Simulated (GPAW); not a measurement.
## Co1 on Re4 0001: moments or none

Wanted: the moments of Co1 on Re4 0001 and the energy gained by spin polarisation.

Program: GPAW 26.7.0. Level of theory: PBE; plane waves with GPAW's PAW setups, scalar-relativistic. Results are calculated unless marked as measured.

## Step 1: Starting point

The cell holds 5 atoms: 4 Re and 1 Co. Its edges and angles: a = 2.761 Å, b = 2.761 Å, c = 20.634 Å, α = 90.0°, β = 90.0°, γ = 120.0°. ideal sites on the substrate's mesh, layer spacings from atomic volumes, unrelaxed, 12 A of vacuum. Vacuum lies along c.

## Step 2: Order 1, typed as ferro +

The parallel start comes first: it fits the smallest cell, keeps the most symmetry and shows whether parallel moments form.

File order1.py:

```python
import json
import numpy as np
from ase import Atoms
from ase.parallel import paropen, parprint
from gpaw import GPAW

atoms = Atoms(['Re', 'Re', 'Re', 'Re', 'Co'],
    cell=[[2.761, 0.0, 0.0],
         [-1.3805, 2.391096, 0.0],
         [0.0, 0.0, 20.633987]],
    scaled_positions=[[0.0, 0.0, 0.290782],
         [0.333333, 0.666667, 0.398695],
         [0.0, 0.0, 0.506607],
         [0.333333, 0.666667, 0.614519],
         [0.0, 0.0, 0.709218]],
    pbc=True,
    magmoms=[0.0, 0.0, 0.0, 0.0, 1.8])
atoms.calc = GPAW(mode={'name': 'pw', 'ecut': 450},
    xc='PBE',
    kpts={'size': (18, 18, 1), 'gamma': True},
    occupations={'name': 'fermi-dirac', 'width': 0.05},
    convergence={'density': 1e-05, 'energy': 1e-05},
    maxiter=200,
    mixer={'name': 'pulay', 'beta': 0.03, 'nmaxold': 8, 'weight': 100},
    symmetry={'tolerance': 1e-4},
    txt='order1.txt')
e = atoms.get_potential_energy(force_consistent=True)
res = {'free_energy': e, 'energy_sigma0': atoms.get_potential_energy(), 'fermi_energy': atoms.calc.get_fermi_level()}
res['moments'] = atoms.get_magnetic_moments().tolist()
res['total'] = atoms.get_magnetic_moment()
parprint('site moments (muB):', np.round(res['moments'], 3))
parprint(f"total moment: {res['total']:.3f} muB")
parprint(f'free energy: {e:.6f} eV')
atoms.calc.write('order1.gpw')
with paropen('results.json', 'w') as f:
    json.dump(res, f)
```

Run with:

```bash
$ OMP_NUM_THREADS=1 mpirun -n 4 gpaw python order1.py > order1.log
```

Numbers of over 12 decimals in the logs are rounded to 6 here.

The program printed:

```text
site moments (muB): [ 0.057  0.017  0.048 -0.016  1.373]
total moment: 1.458 muB
free energy: -52.366916 eV

--- order1.txt ---
Input parameters:
  mode=PW(ecut=450),
  convergence={'density': 1e-05, 'energy': 1e-05},
  kpts=MonkhorstPack(size=(18, 18, 1), gamma=True),
  maxiter=200,
  mixer=Pulay(name='pulay', nmaxold=8, beta=0.03, weight=100, sigma=0.015, g_ss=None),
  occupations=Occupations(name='fermi-dirac', width=0.05),
  symmetry=Symmetry(tolerance=0.0001),
  xc=XC(name='PBE')

Diagonalizing LCAO Hamiltonian
Converting LCAO to pw mode

       Co

        Re

       Re

        Re

       Re

Atoms  # Å, Bohr magnetons
|   | symbol |         x |        y |         z |    initial magnetic moments |
|---|--------|-----------|----------|-----------|-----------------------------|
| 0 |     Re |  0.000000 | 0.000000 |  5.999992 | ( 0.0000,  0.0000,  0.0000) |
| 1 |     Re | -0.000001 | 1.594065 |  8.226667 | ( 0.0000,  0.0000,  0.0000) |
| 2 |     Re |  0.000000 | 0.000000 | 10.453322 | ( 0.0000,  0.0000,  0.0000) |
| 3 |     Re | -0.000001 | 1.594065 | 12.679977 | ( 0.0000,  0.0000,  0.0000) |
| 4 |     Co |  0.000000 | 0.000000 | 14.633995 | ( 0.0000,  0.0000,  1.8000) |

Unit cell  # Å
| periodic |         x |        y |         z |   lengths |     angles |
|----------|-----------|----------|-----------|-----------|------------|
|      yes |  2.761000 | 0.000000 |  0.000000 |  2.761000 |  90.000000 |
|      yes | -1.380500 | 2.391096 |  0.000000 |  2.761000 |  90.000000 |
|      yes |  0.000000 | 0.000000 | 20.633987 | 20.633987 | 120.000001 |

Number of symmetries: 6

BZ-sampling:
  Number of BZ points: 324
  Number of IBZ points: 37

  Monkhorst-Pack size: [18, 18, 1]
  Monkhorst-Pack shift: [0.027778, 0.027778, 0.0]

K-points  # in reciprocal-cell coordinates
|     |                                coordinates |     weight |
|-----|--------------------------------------------|------------|
|   0 | ( -0.00000000,  -0.00000000,   0.00000000) | 0.00308642 |
|   1 | (  0.05555556,  -0.00000000,   0.00000000) | 0.01851852 |
|   2 | (  0.11111111,  -0.05555556,   0.00000000) | 0.01851852 |
|   3 | (  0.11111111,  -0.00000000,   0.00000000) | 0.01851852 |
|   4 | (  0.16666667,  -0.05555556,   0.00000000) | 0.03703704 |
|   5 | (  0.16666667,  -0.00000000,   0.00000000) | 0.01851852 |
|   6 | (  0.22222222,  -0.11111111,   0.00000000) | 0.01851852 |
|   7 | (  0.22222222,  -0.05555556,   0.00000000) | 0.03703704 |
|   8 | (  0.22222222,  -0.00000000,   0.00000000) | 0.01851852 |
|   9 | (  0.27777778,  -0.11111111,   0.00000000) | 0.03703704 |
| ... |                                            |            |
|  36 | (  0.50000000,   0.50000000,   0.00000000) | 0.00925926 |

Plane wave coefficients: 2984
Cutoff: 450.000000 eV

Spin-components: 2 (collinear spins)
Bands:           42
Projectors:      30
Spin-degeneracy: 1
Datatype:        complex128

Parallelization:
  kpt:    4
  domain: 1
  band:   1

Density:
  Valence electrons: 61.0
  Components: 2
  Grid points: [ 14  14 105]
  Charge: 0.0  # |e|

Potential:
  Grid points: [ 14  14 105]

species:
  Re:
    name:    Rhenium
    Z:       75.0
    valence: 13
    core:    62
    charge:  0.0  # [|e|]
    compensation charges:
      type: gauss
      rc: 0.42  # [Å]
      lmax: 2
    cutoffs:
      filter: 2.40  # [Å]
      core: 2.76  # [Å]
    projectors
    | kind |    occ | energy [eV] | rcut [Å] |
    |------|--------|-------------|----------|
    |   6s |  2.000 |      -5.924 |    1.376 |
    |   5p |  6.000 |     -47.045 |    1.376 |
    |   6p |  0.000 |      -1.325 |    1.376 |
    |   5d |  5.000 |      -5.383 |    1.307 |
    |    s |        |      21.287 |    1.376 |
    |    d |        |      21.828 |    1.307 |

    Using partial waves for Re as LCAO basis

  Co:
    name:    Cobalt
    Z:       27.0
    valence: 9
    core:    18
    charge:  0.0  # [|e|]
    compensation charges:
      type: gauss
      rc: 0.32  # [Å]
      lmax: 2
    cutoffs:
      filter: 1.87  # [Å]
      core: 2.55  # [Å]
    projectors
    | kind |    occ | energy [eV] | rcut [Å] |
    |------|--------|-------------|----------|
    |   4s |  2.000 |      -5.469 |    1.005 |
    |   4p |  0.000 |      -1.277 |    1.058 |
    |   3d |  7.000 |      -8.205 |    1.005 |
    |    s |        |      21.742 |    1.005 |
    |    p |        |      25.934 |    1.058 |
    |    d |        |      19.007 |    1.005 |

    Using partial waves for Co as LCAO basis

Reference energy: -1852652.931969  # eV

eigensolver:
  PPCG
  Converge bands: occupied
  niter=2

density mixing:
  Pulay-Mixer
  Linear mixing parameters: 0.03
  Old densities: 8
  Fourier metric: weight=100, sigma=0.015

occupation numbers:
  Fermi-Dirac:
    width: 0.0500  # eV

poisson solver:
  ecut: 3600.000000  # eV

xc functional:
  name: PBE with 2 nearest neighbor stencil

convergence criteria:
- Maximum integral of absolute [dens]ity change: 1e-05 electrons / valence electron
- Maximum [total energy] change in last 3 cyles: 1e-05 eV / valence electron
- Maximum integral of absolute [eigenst]ate change: 4e-08 eV^2 / valence electron
maximum number of iterations: 200

SCF iterations
|iter     |      energy | eigst |  dens |  magmom |
|---------|-------------|-------|-------|---------|
|iter:   1|       0s |  -54.968835 | +0.33 |       |  +1.8018|
|iter:   2|       3s |  -58.053714 | -1.06 | -0.93 |  +1.7697|
|iter:   3|       7s |  -53.626860 | -1.49 | -0.85 |  +1.7772|
|iter:   4|      11s |  -53.413336 | -2.57 | -1.07 |  +1.7644|
|iter:   5|      15s |  -52.876376 | -1.82 | -1.11 |  +1.7191|
|iter:   6|      19s |  -52.730320 | -1.58 | -1.25 |  +1.6750|
|iter:   7|      23s |  -52.474343 | -2.19 | -1.23 |  +1.6487|
|iter:   8|      27s |  -52.380700 | -2.49 | -1.36 |  +1.6345|
|iter:   9|      31s |  -52.281885 | -1.86 | -1.44 |  +1.5543|
|iter:  10|      35s |  -52.285774 | -2.86 | -1.83 |  +1.5551|
[... 30 iterations left out ...]
|iter:  41|     145s |  -52.344377c| -7.62c| -4.44 |  +1.4557|
|iter:  42|     147s |  -52.344380c| -7.61c| -4.54 |  +1.4563|
|iter:  43|     149s |  -52.344381c| -7.93c| -4.66 |  +1.4565|
|iter:  44|     151s |  -52.344383c| -7.61c| -4.70 |  +1.4571|
|iter:  45|     153s |  -52.344384c| -8.11c| -4.69 |  +1.4571|
|iter:  46|     155s |  -52.344383c| -7.87c| -4.70 |  +1.4571|
|iter:  47|     157s |  -52.344383c| -8.34c| -4.86 |  +1.4571|
|iter:  48|     158s |  -52.344383c| -8.17c| -4.90 |  +1.4571|
|iter:  49|     160s |  -52.344385c| -7.80c| -4.97 |  +1.4575|
|iter:  50|     162s |  -52.344385c| -8.47c| -5.22c|  +1.4576|

Converged in 50 steps
Energy contributions relative to reference atoms: (reference = -1852652.931969)

Energy contributions:
  Kinetic:          11.906618
  Coulomb:         -18.360757
  Zero:              0.401847
  External:          0.000000
  Xc:              -46.269563
  Entropy:          -0.045061
  Spinorbit:         0.000000
  ----------------------------
  Free energy:     -52.366916
  Extrapolated:    -52.344385

dipole moment: (-20.650666, -18.593212, 0.062959)  # |e|*Ang

Total magnetic moment: (0.000000, 0.000000, 1.457561)

Local magnetic moments
|        x |        y |         z |
|----------|----------|-----------|
| 0.000000 | 0.000000 |  0.056633 |  # Re   0
| 0.000000 | 0.000000 |  0.017368 |  # Re   1
| 0.000000 | 0.000000 |  0.048199 |  # Re   2
| 0.000000 | 0.000000 | -0.015922 |  # Re   3
| 0.000000 | 0.000000 |  1.373348 |  # Co   4

Fermi level: 4.884
Eigenvalues  # (at kpt = [-0.000, -0.000, 0.000])
| band index |      eig [eV] | occ [0-1] |      eig [eV] | occ [0-1] |
|------------|---------------|-----------|---------------|-----------|
|          0 |       -37.476 |     1.000 |       -37.458 |     1.000 |
|        ... |               |           |               |           |
|         25 |         3.192 |     1.000 |         3.521 |     1.000 |
|         26 |         3.386 |     1.000 |         3.877 |     1.000 |
|         27 |         3.474 |     1.000 |         3.877 |     1.000 |
|         28 |         3.474 |     1.000 |         4.067 |     1.000 |
|         29 |         3.934 |     1.000 |         4.067 |     1.000 |
|         30 |         3.934 |     1.000 |         4.292 |     1.000 |
|         31 |         4.124 |     1.000 |         4.889 |     0.473 |
|         32 |         4.124 |     1.000 |         4.969 |     0.154 |
|         33 |         4.877 |     0.535 |         4.969 |     0.154 |
|         34 |         5.658 |     0.000 |         5.695 |     0.000 |
|         35 |         5.658 |     0.000 |         5.783 |     0.000 |
|         36 |         5.676 |     0.000 |         5.783 |     0.000 |
|         37 |         6.739 |     0.000 |         6.838 |     0.000 |
|         38 |         6.739 |     0.000 |         6.838 |     0.000 |
|         39 |         7.681 |     0.000 |         7.746 |     0.000 |
|        ... |               |           |               |           |
|         41 |         8.133 |     0.000 |         8.172 |     0.000 |

No gap
No difference between direct/indirect transitions
```

The job ended after 2.9 min (4 MPI ranks of Arm Neoverse V1, shared host; peak memory 0.96 GiB).

Spin moment in the augmentation sphere by atom:

```csv
atom,spin moment in the augmentation sphere (μB)
Re1,0.06
Re2,0.02
Re3,0.05
Re4,-0.02
Co5,1.37
```

Read from the output:

| Item | Value |
| --- | --- |
| magnetization | 1.458 μB |
| final state | ferromagnetic |

After 50 cycles the largest moment stands at 1.37 μB.

## Step 3: Run 2 (no spin polarisation)

This run holds no moments, which gives a state to set the others against.

nospin.py is the script of step 2 with these lines changed:

```diff
@@ -15,4 +15,3 @@
          [0.0, 0.0, 0.709218]],
-    pbc=True,
-    magmoms=[0.0, 0.0, 0.0, 0.0, 1.8])
+    pbc=True)
 atoms.calc = GPAW(mode={'name': 'pw', 'ecut': 450},
@@ -25,11 +24,7 @@
     symmetry={'tolerance': 1e-4},
-    txt='order1.txt')
+    txt='nospin.txt')
 e = atoms.get_potential_energy(force_consistent=True)
 res = {'free_energy': e, 'energy_sigma0': atoms.get_potential_energy(), 'fermi_energy': atoms.calc.get_fermi_level()}
-res['moments'] = atoms.get_magnetic_moments().tolist()
-res['total'] = atoms.get_magnetic_moment()
-parprint('site moments (muB):', np.round(res['moments'], 3))
-parprint(f"total moment: {res['total']:.3f} muB")
 parprint(f'free energy: {e:.6f} eV')
-atoms.calc.write('order1.gpw')
+atoms.calc.write('nospin.gpw')
 with paropen('results.json', 'w') as f:
```

Run with:

```bash
$ OMP_NUM_THREADS=1 mpirun -n 4 gpaw python nospin.py > nospin.log
```

The program printed:

```text
free energy: -52.280609 eV

--- nospin.txt ---
Input parameters:
  mode=PW(ecut=450),
  convergence={'density': 1e-05, 'energy': 1e-05},
  kpts=MonkhorstPack(size=(18, 18, 1), gamma=True),
  maxiter=200,
  mixer=Pulay(name='pulay', nmaxold=8, beta=0.03, weight=100, sigma=0.015, g_ss=None),
  occupations=Occupations(name='fermi-dirac', width=0.05),
  symmetry=Symmetry(tolerance=0.0001),
  xc=XC(name='PBE')

Diagonalizing LCAO Hamiltonian
Converting LCAO to pw mode

       Co

        Re

       Re

        Re

       Re

Atoms  # Å, Bohr magnetons
|   | symbol |         x |        y |         z |    initial magnetic moments |
|---|--------|-----------|----------|-----------|-----------------------------|
| 0 |     Re |  0.000000 | 0.000000 |  5.999992 | ( 0.0000,  0.0000,  0.0000) |
| 1 |     Re | -0.000001 | 1.594065 |  8.226667 | ( 0.0000,  0.0000,  0.0000) |
| 2 |     Re |  0.000000 | 0.000000 | 10.453322 | ( 0.0000,  0.0000,  0.0000) |
| 3 |     Re | -0.000001 | 1.594065 | 12.679977 | ( 0.0000,  0.0000,  0.0000) |
| 4 |     Co |  0.000000 | 0.000000 | 14.633995 | ( 0.0000,  0.0000,  0.0000) |

Unit cell  # Å
| periodic |         x |        y |         z |   lengths |     angles |
|----------|-----------|----------|-----------|-----------|------------|
|      yes |  2.761000 | 0.000000 |  0.000000 |  2.761000 |  90.000000 |
|      yes | -1.380500 | 2.391096 |  0.000000 |  2.761000 |  90.000000 |
|      yes |  0.000000 | 0.000000 | 20.633987 | 20.633987 | 120.000001 |

Number of symmetries: 6

BZ-sampling:
  Number of BZ points: 324
  Number of IBZ points: 37

  Monkhorst-Pack size: [18, 18, 1]
  Monkhorst-Pack shift: [0.027778, 0.027778, 0.0]

Plane wave coefficients: 2984
Cutoff: 450.000000 eV

Spin-components: 1 (collinear spins)
Bands:           41
Projectors:      30
Spin-degeneracy: 2
Datatype:        complex128

Parallelization:
  kpt:    4
  domain: 1
  band:   1

Density:
  Valence electrons: 61.0
  Components: 1
  Grid points: [ 14  14 105]
  Charge: 0.0  # |e|

Potential:
  Grid points: [ 14  14 105]

[... setups left out ...]
Reference energy: -1852652.931969  # eV

eigensolver:
  PPCG
  Converge bands: occupied
  niter=2

density mixing:
  Pulay-Mixer
  Linear mixing parameters: 0.03
  Old densities: 8
  Fourier metric: weight=100, sigma=0.015

occupation numbers:
  Fermi-Dirac:
    width: 0.0500  # eV

poisson solver:
  ecut: 3600.000000  # eV

xc functional:
  name: PBE with 2 nearest neighbor stencil

convergence criteria:
- Maximum integral of absolute [dens]ity change: 1e-05 electrons / valence electron
- Maximum [total energy] change in last 3 cyles: 1e-05 eV / valence electron
- Maximum integral of absolute [eigenst]ate change: 4e-08 eV^2 / valence electron
maximum number of iterations: 200

SCF iterations
|iter     |      energy | eigst |  dens |
|---------|-------------|-------|-------|
|iter:   1|       0s |  -55.501699 | +0.33 |       |
|iter:   2|       2s |  -58.914151 | -0.93 | -1.01 |
|iter:   3|       4s |  -53.796746 | -1.28 | -0.87 |
|iter:   4|       6s |  -53.776334 | -2.75 | -1.11 |
|iter:   5|       8s |  -52.957462 | -1.33 | -1.11 |
|iter:   6|      10s |  -53.040571 | -1.94 | -1.28 |
|iter:   7|      12s |  -52.368112 | -1.06 | -1.22 |
|iter:   8|      14s |  -52.385028 | -2.50 | -1.55 |
|iter:   9|      16s |  -52.392191 | -3.11 | -1.53 |
|iter:  10|      18s |  -52.225341 | -1.94 | -1.51 |
[... 19 iterations left out ...]
|iter:  30|      59s |  -52.253199c| -6.97 | -4.05 |
|iter:  31|      61s |  -52.253203c| -7.70c| -4.18 |
|iter:  32|      63s |  -52.253201c| -7.39 | -4.21 |
|iter:  33|      65s |  -52.253194c| -6.59 | -4.23 |
|iter:  34|      67s |  -52.253195c| -7.78c| -4.67 |
|iter:  35|      68s |  -52.253196c| -7.51c| -4.72 |
|iter:  36|      69s |  -52.253196c| -7.54c| -4.80 |
|iter:  37|      69s |  -52.253196c| -7.52c| -4.85 |
|iter:  38|      70s |  -52.253195c| -7.61c| -4.94 |
|iter:  39|      71s |  -52.253195c| -7.83c| -5.03c|

Converged in 39 steps
Energy contributions relative to reference atoms: (reference = -1852652.931969)

Energy contributions:
  Kinetic:           8.616786
  Coulomb:         -15.638054
  Zero:              0.405044
  External:          0.000000
  Xc:              -45.609555
  Entropy:          -0.054829
  Spinorbit:         0.000000
  ----------------------------
  Free energy:     -52.280609
  Extrapolated:    -52.253195

dipole moment: (-20.652034, -18.590167, 0.068663)  # |e|*Ang

Fermi level: 4.898
Eigenvalues  # (at kpt = [-0.000, -0.000, 0.000])
| band index |      eig [eV] | occ [0-2] |
|------------|---------------|-----------|
|          0 |       -37.486 |     2.000 |
|        ... |               |           |
|         26 |         3.612 |     2.000 |
|         27 |         3.612 |     2.000 |
|         28 |         3.647 |     2.000 |
|         29 |         3.993 |     2.000 |
|         30 |         3.993 |     2.000 |
|         31 |         4.550 |     1.998 |
|         32 |         4.550 |     1.998 |
|         33 |         4.892 |     1.058 |
|         34 |         5.691 |     0.000 |
|         35 |         5.713 |     0.000 |
|         36 |         5.713 |     0.000 |
|         37 |         6.768 |     0.000 |
|         38 |         6.768 |     0.000 |
|         39 |         7.698 |     0.000 |
|         40 |         7.698 |     0.000 |

No gap
No difference between direct/indirect transitions
```

Wall time 77 s (4 MPI ranks); peak memory 0.83 GiB.

Numbers from this step:

```
final state : non-magnetic (no spin polarisation)
```

It lies 86.3 meV a seeded atom over the first start.

## Step 4: The states side by side

These are free energies at a smearing of 0.05 eV, so its entropy term is in the differences. They are divided by the number of seeded atoms, so that cells of unlike size compare.

Orders:

```csv
start,final state,typed order kept,energy over the lowest (meV a seeded atom),largest site moment (μB),net moment (μB a primitive cell),mesh matched,CPU time (s)
ferro +,ferromagnetic,yes,0,1.373,1.458,yes,686.8
no spin polarisation,non-magnetic,-,86.31,0,0,yes,308.2
```

## Step 5: What came out

```yaml
lower_run: with moments
largest_site_moment: 1.37 μB
energy_gained_by_spin_polarisation: 86.3 meV a seeded atom
```

**Reading.** The crystal holds moments, up to 1.37 μB, and gains 86.3 meV a seeded atom by them. No antiferromagnetic order was tried, so the session says nothing on how the moments order.

[Logs and program files are shortened in this print: banners, set-up blocks, solver, clock and traceback lines can be left out without a mark of their own.]

[Logs are printed without paths, hosts, clocks, repeated set-up lines and the standing remarks that a program may print on its own settings, such as how far it seeks lower states.]

[Hosts, paths, dates, database ids (printed as entryN), source tags and the programs' standing remarks are cut or masked in the printed files.]

[Where a cell is said to come from a database of computed structures, the database is the Materials Project.]
